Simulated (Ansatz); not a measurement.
# Si(111) with SiHF2 on 25 % of the top atoms and H on the rest: bands and core levels, part 2 of 2

What would XPS and angle-resolved spectra of Si(111) with SiHF2 on 25 % of the top atoms and H on the rest look like?

Ansatz 0.2.0; DFT, PBE, plane-wave PAW, default files, scalar-relativistic.

So far, gap on the k-mesh (eV): step 2 (relaxing the atoms) 1.13.

**3. Layer-resolved bands, DOS and potential (continued)**

Maxima picked by a test of local sharpness, so broad peaks and shoulders can be missing; peaks within 0.45 eV of a curve's cut are left out. Valence peaks, by row, the first 40 of 66 rows:

```
photon energy (eV)  binding energy (eV)  height (% of the maximum within 13 eV)  main shell  its share (%)
              21.2                10.59                                   5.133       Si 3s          46.16
              21.2                9.187                                   21.89        F 2p          56.29
              21.2                8.937                                   21.41        F 2p          50.71
              21.2                8.187                                   11.72        H 1s          40.27
              21.2                6.987                                   56.24        F 2p          91.65
              21.2                6.487                                   64.48        F 2p          67.16
              21.2                5.237                                     100        F 2p          88.85
              21.2                4.487                                   35.05        F 2p          52.86
              21.2                3.687                                   31.84        H 1s           72.1
              21.2                2.737                                    22.9        H 1s          53.92
              21.2                1.687                                   16.31       Si 3p          58.21
              21.2                1.137                                   13.43       Si 3p          47.06
               100                25.09                                   37.41        F 2s          93.36
               100                24.74                                   38.32        F 2s          95.46
               100                10.54                                   6.582       Si 3s          71.55
               100                9.237                                   24.46        F 2p          54.72
               100                8.187                                   10.61       Si 3s          41.86
               100                6.987                                   60.58        F 2p          91.39
               100                6.437                                    62.4        F 2p          76.54
               100                5.237                                     100        F 2p          95.43
               100                4.487                                   25.39        F 2p          78.37
               100                2.287                                   19.85       Si 3p          80.69
               100                1.687                                   17.11       Si 3p          89.03
               100                1.087                                   11.96       Si 3p          85.77
              1487                25.09                                   145.6        F 2s          96.23
              1487                24.74                                   148.4        F 2s           98.9
              1487                11.24                                   28.34       Si 3s           96.8
              1487                10.59                                   55.35       Si 3s          94.62
              1487                9.387                                   88.48       Si 3s           86.8
              1487                8.987                                   90.79       Si 3s          86.71
              1487                8.237                                   56.19       Si 3s          89.73
              1487                7.287                                   49.44       Si 3s           77.9
              1487                6.537                                     100       Si 3s          72.67
              1487                5.887                                   53.92       Si 3s          73.26
              1487                5.237                                   44.15        F 2p          50.66
              1487                3.537                                   36.94       Si 3p          56.86
              1487                2.287                                   40.61       Si 3p          77.46
              1487                1.687                                   37.33       Si 3p          80.84
              2150                25.09                                   137.5        F 2s          96.01
              2150                24.74                                   139.6        F 2s          99.02
```

From the valence-band maximum. Planar mean, electrostatic potential against z:

```
z (Å)  planar mean, electrostatic potential (eV)
  0.0                                       5.04
  0.5                                       4.92
  1.0                                       4.80
  1.5                                       4.69
  2.0                                       4.69
  2.5                                       4.69
  3.0                                       4.69
  3.5                                       4.69
  4.0                                       4.69
  4.5                                       4.69
  5.0                                       4.69
  5.5                                       4.66
  6.0                                       4.55
  6.5                                       4.04
  7.0                                       2.11
  7.5                                       1.82
  8.0                                      -4.01
  8.5                                      -9.71
  9.0                                      -11.0
  9.5                                      -6.82
 10.0                                    -0.0110
 10.5                                       2.07
 11.0                                      -1.91
 11.5                                      -8.43
 12.0                                      -11.2
 12.5                                      -8.50
 13.0                                      -2.02
 13.5                                       2.02
 14.0                                      0.145
 14.5                                      -6.72
 15.0                                      -11.1
 15.5                                      -9.83
 16.0                                      -4.09
 16.5                                       1.82
 17.0                                       2.03
 17.5                                       2.01
 18.0                                      0.871
 18.5                                      0.799
 19.0                                       3.91
 19.5                                       5.14
 20.0                                       5.29
 20.5                                       5.31
 21.0                                       5.31
 21.5                                       5.31
 22.0                                       5.31
 22.5                                       5.31
 23.0                                       5.31
 23.5                                       5.31
 24.0                                       5.31
 24.5                                       5.22
 25.0                                       5.10
```

The intensity has structure finer than the step of the table below, so its rows give means over 2 eV, whole bins alone (the curve runs from -27.0 to 1.39 eV). Peaks (eV: height): F K -6.8: 59.7, -5.2: 100.0; F K, E along x -9.0: 30.7, -6.9: 79.8, -5.1: 85.0; F K, E along y -6.9: 60.7, -5.2: 99.6; F K, E along z -5.3: 134; Si K-beta -6.5: 36.5, -2.2: 100.0.

Shapes are the site's partial DOS without matrix elements, which overweights lines from ligand s bands. The intensity by emission energy less the core level's binding energy, zero at the valence-band maximum; means over each step; 7 of 9 lines; values in % of the unpolarised maximum:

```
emission energy less the core level's binding energy (eV)     F K  F K, E along x  F K, E along y  F K, E along z  Si K-beta  Si K-beta, E along x  Si K-beta, E along y
                                                      -26   0.280           0.528           0.198           0.113      0.418                 0.504                 0.461
                                                      -24   0.307           0.562           0.227           0.132      0.653                  1.41                 0.329
                                                      -22  0.0350          0.0411          0.0330          0.0307      0.135                 0.159                 0.126
                                                      -20  0.0411          0.0451          0.0398          0.0383      0.153                 0.158                 0.152
                                                      -18  0.0554          0.0608          0.0537          0.0517      0.201                 0.202                 0.202
                                                      -16  0.0814          0.0911          0.0783          0.0746      0.289                 0.289                 0.292
                                                      -14   0.135           0.158           0.128           0.119      0.484                 0.485                 0.492
                                                      -12   0.307           0.398           0.273           0.251       1.89                  1.92                  1.94
                                                      -10    5.84            10.7            4.30            2.56       12.1                  12.9                  13.0
                                                       -8    16.5            25.7            15.4            8.28       15.2                  16.3                  16.3
                                                       -6    64.5            54.1            59.0            80.6       28.2                  24.4                  26.8
                                                       -4    20.1            15.6            30.7            14.0       56.7                  52.1                  53.0
                                                       -2    2.88           0.767            1.56            6.30       89.2                  88.9                  89.3
                                                        0   0.415           0.226           0.286           0.732       20.6                  24.4                  24.5
```

Window up to 4.9 eV. Shell moments, by row:

```
element  shell  occupied states an atom  centre of occupied part (eV)  rms width of occupied part (eV)  centre up to the window's top (eV)  rms width up to the window's top (eV)
     Si     3s                    1.165                        -8.016                            2.642                              -4.956                                  5.477
     Si     3p                    2.727                        -3.763                            2.827                              -1.206                                  4.154
      F     2s                    1.853                        -23.85                            4.062                              -23.02                                  6.184
      F     2p                    5.608                        -6.106                             1.93                               -5.91                                  2.348
      H     1s                    1.044                         -4.93                            2.356                              -2.732                                  4.273
```

Recipe: projected DOS times atomic cross section and asymmetry factor (unpolarised light, 54.7° from the beam), occupied states only, Fermi edge at 20 K, a Lorentzian width of 0.05 eV growing by 0 eV per eV of binding energy, and a resolution of 0.35 eV. Each atom is damped by exp[−depth/(λ cos θ)], θ = 0° from the normal, λ from the universal curve. Curves are cut 10 eV under the photon energy, above any shell that the free atom's threshold puts out of reach, or at the lower edge of the window: 11.2 eV at 21.2 eV, 27 eV at 100 eV, 27 eV at 1486.7 eV, 27 eV at 2150 eV and 27 eV at 9251.7 eV. Matrix elements of the solid and inelastic losses aren't modelled, nor non-dipole terms, which matter above 3 keV.

How the area divides among the shells (%):

```
shell  21.2 eV  100 eV  1486.7 eV  2150 eV  9251.7 eV
Si 3s      5.1    10.1       51.4     57.9       75.8
Si 3p     14.1    21.8       19.8     16.0        5.4
 F 2s      0.0    12.0       22.6     21.9       18.0
 F 2p     54.5    55.0        6.1      4.2        0.8
 H 1s     26.3     1.1        0.1      0.1        0.0
```

Cross sections used, in Mb an electron:

```
shell  21.2 eV  100 eV  1486.7 eV  2150 eV  9251.7 eV
Si 3s     0.13   0.076     5.3e-4   2.3e-4     4.8e-6
Si 3p     0.15   0.070     8.8e-5   2.7e-5     1.4e-7
 F 2s        -    0.28     0.0014   5.4e-4     8.0e-6
 F 2p      2.0    0.42     1.3e-4   3.4e-5     1.2e-7
 H 1s      1.9   0.019     3.0e-6   8.7e-7     6.0e-9
```

Regions along c: top from 16.3 to 22.5 Å, middle from 10.5 to 15.0 Å, bottom from 3.0 to 9.0 Å. The top region begins above the slab's first layer, so it holds the added atoms alone, and the space between regions isn't listed.

The largest force component on a free atom is 0.027 eV/Å, so the atoms are at rest for these settings too.

**4. Core levels by total-energy differences**

XPS shifts tell sites apart. Each chosen atom gets a core hole in a self-consistent pass of its own.

Contents of input.yaml:

```yaml
crystal:
  lattice:
    - [7.6791796437, 0.0, 0.0]
    - [3.8395898218, 6.6503646517, 0.0]
    - [0.0, 0.0, 25.2181769138]
  atoms:
    - { symbol: F, position: [0.1085163107, 0.1164897992, 0.7315719159] }
    - { symbol: F, position: [0.7766300596, 0.1068821104, 0.7319176449] }
    - { symbol: H, position: [0.1100228337, 0.7907234634, 0.7352641642] }
    - { symbol: Si_h, position: [0.0040415905, -0.0067907235, 0.7099637305] }
    - { symbol: H, position: [0.5016024218, -0.0015784888, 0.6759237416] }
    - { symbol: H, position: [-0.0011470093, 0.5028172155, 0.6759386101] }
    - { symbol: H, position: [0.4980826105, 0.5020028448, 0.6759347505] }
    - { symbol: Si_h, position: [0.0002987629, -0.0005501486, 0.6164985313] }
    - { symbol: Si, position: [0.5001350082, -0.0001894147, 0.6163918222] }
    - { symbol: Si, position: [0.0003696093, 0.5001875311, 0.616351337] }
    - { symbol: Si, position: [0.4997721469, 0.5000124008, 0.6163314249] }
    - { symbol: Si, position: [0.8332647566, 0.333754612, 0.5858114002] }
    - { symbol: Si, position: [0.3335723458, 0.3329884338, 0.5857077591] }
    - { symbol: Si, position: [0.8330339856, 0.8330492344, 0.5853675888] }
    - { symbol: Si, position: [0.3340291828, 0.8329962945, 0.5853882029] }
    - { symbol: Si, position: [0.8335665266, 0.3331184612, 0.4920159564] }
    - { symbol: Si, position: [0.333420403, 0.333260075, 0.4920071894] }
    - { symbol: Si, position: [0.8334823471, 0.8334385658, 0.4917504291] }
    - { symbol: Si, position: [0.33326259, 0.8333432269, 0.4917545046] }
    - { symbol: Si_h, position: [0.16675138, 0.166748725, 0.46018205] }
    - { symbol: Si, position: [0.66660675, 0.1668286831, 0.4601854252] }
    - { symbol: Si, position: [0.1668323154, 0.6664054578, 0.4601418849] }
    - { symbol: Si, position: [0.6668201577, 0.6665243858, 0.4602211148] }
    - { symbol: Si, position: [0.166666667, 0.166666667, 0.366551199] }
    - { symbol: Si, position: [0.666666667, 0.166666667, 0.366551199] }
    - { symbol: Si, position: [0.166666667, 0.666666667, 0.366551199] }
    - { symbol: Si, position: [0.666666667, 0.666666667, 0.366551199] }
    - { symbol: Si, position: [0.0, 0.0, 0.335472307] }
    - { symbol: Si, position: [0.5, 0.0, 0.335472307] }
    - { symbol: Si, position: [0.0, 0.5, 0.335472307] }
    - { symbol: Si, position: [0.5, 0.5, 0.335472307] }
    - { symbol: H, position: [0.0, 0.0, 0.277577559] }
    - { symbol: H, position: [0.5, 0.0, 0.277577559] }
    - { symbol: H, position: [0.0, 0.5, 0.277577559] }
    - { symbol: H, position: [0.5, 0.5, 0.277577559] }
kpoints:
  mp_grid: { grid: [3, 3, 1] }
scf:
  occupations: { method: fermi_dirac, width: 0.02 }
  n_extra_bands: 25
hamiltonian:
  xc: pbe
  pseudopotentials: { kind: paw }
output:
  forces: true
  write_potential: true
  volumetric_format: []
  core_levels:
    shells: { Si_h: "2p" }
    counted_from: conduction_bottom
    add_spin: false
efield:
  axis: 3
  dipole_correction: true
```

Command:

```sh
$ ansatz run input.yaml --threads 4 --pin off --max-ram 11264MiB --backend cpu --events-out ev --progress --plain --runs-dir out
```

Run time: 2 min. Hardware: 4 threads of Arm Neoverse V2, shared host; peak memory 2.6 GiB; 7.8 min of CPU time.

Each level is the free energy with the hole less that without it. The electron stays in the lowest empty state, so these are excitation energies, not binding energies. The hole's nearest image is 7.7 Å away, and the holes carry no spin, so absolute levels are rough.

```
atom     region  shell  level (eV)  shift (eV)     j lines (eV)  doubts
 Si4  adsorbate     2p      102.62       +2.69  103.03 / 102.41       -
 Si8    layer 1     2p      100.02       +0.09   100.43 / 99.82       -
Si20     middle     2p       99.93       +0.00   100.34 / 99.73       -
```

Levels of p, d and f shells are means over their two j lines, weighted by degeneracy; the splitting comes from the atom's own solve. Shifts count from the last listed atom of each element. With the electron kept in the cell, its attraction to the hole differs by site and enters these shifts.

The intensity has structure finer than the step of the table below, so its rows give means over 0.25 eV, whole bins alone (the curve runs from 98.2 to 105 eV). Peaks (eV: height): 99.781: 100, 100.387: 50.1, 102.417: 53.5, 103.023: 26.7.

The Si 2p lines of the listed atoms alone (other atoms of the cell aren't counted), as Gaussians 0.3 eV wide, no depth weighting. Intensity against Si 2p level; means over each step:

Si 2p level (eV), intensity (%) and a bar:
```
    99.00          0 
    99.25          0 
    99.50         19 #######
    99.75         87 ##############################
   100.00         32 ###########
   100.25         31 ###########
   100.50         33 ############
   100.75          3 #
   101.00          0 
   101.25          0 
   101.50          0 
   101.75          0 
   102.00          1 
   102.25         25 #########
   102.50         39 #############
   102.75          7 ###
   103.00         23 ########
   103.25          7 ###
   103.50          0 
   103.75          0
```

**5. Summary of results**

| Quantity | Value |
| --- | --- |
| ionisation potential | 5.31 eV (upper face; lower face 4.69 eV) |
| electron affinity (Kohn–Sham) | 4.18 eV (slab's lowest empty level against the upper vacuum) |
| Si core shifts among the listed atoms, from the last listed one | +0.00 to +2.69 eV |

What this shows: The valence top of Si(111) with SiHF2 on 25 % of the top atoms and H on the rest lies 5.31 eV (upper face; lower face 4.69 eV) below the vacuum and the lowest empty level 4.18 eV below the vacuum of the upper face. Only the strongest levels a point were stored, too few to count surface states. The upper face's value lies 0.62 eV above that of the hydrogen-covered lower face; the difference is the dipole step of the groups. Core shifts: Si +0.00 to +2.69 eV. Among the sites run, the most bound Si 2p level is that of Si4 (adsorbate), bonded to 2 F, 1 H and 1 Si; the least bound, 2.69 eV shallower, that of Si20 (middle), bonded to 4 Si. That is the order that electronegative neighbours give as a rule, though screening of the hole enters too. These are excitation energies with the electron kept in the cell, so its attraction to the hole, which differs by site, enters the order. At 21.2 eV the valence spectrum has its highest listed peaks within 10.8 eV at 3.7 eV (H 1s), 4.5 eV (F 2p), 5.2 eV (F 2p), 6.5 eV (F 2p) and 7.0 eV (F 2p). At 1486.7 eV the valence spectrum has its highest listed peaks within 13 eV at 6.5 eV (Si 3s), 8.2 eV (Si 3s), 9.0 eV (Si 3s), 9.4 eV (Si 3s) and 10.6 eV (Si 3s), and the deeper F 2s line at 24.7 eV is higher still. The shell named is the one with most of the intensity, cross sections included, not always the one with most states there. In the main run, from 1486.7 eV towards hard X-rays the Si 3s share grows by 24 points, as its cross section falls more slowly with photon energy than those of the shells it gains on. The spectra rest on a 3×3×1 mesh, so closely spaced maxima can be ripples of the mesh. The slab's own atoms span 7.1 Å, so bulk bands appear as a few quantum-well levels, and states of the two faces can mix. The affinity uses the Kohn–Sham gap, which is too small, so the true affinity is lower and the true ionisation potential usually higher.

[Logs are printed without paths, hosts, clocks, repeated set-up lines and the standing remarks that a program may print on its own settings, such as how far it seeks lower states.]

[Hosts, paths, dates, database ids (printed as entryN), source tags and the programs' standing remarks are cut or masked in the printed files.]

[Maps of the electrostatic potential energy from Ansatz leave out the sawtooth potential of an applied field or a dipole correction, so their vacuum need not be flat; work functions include it.]
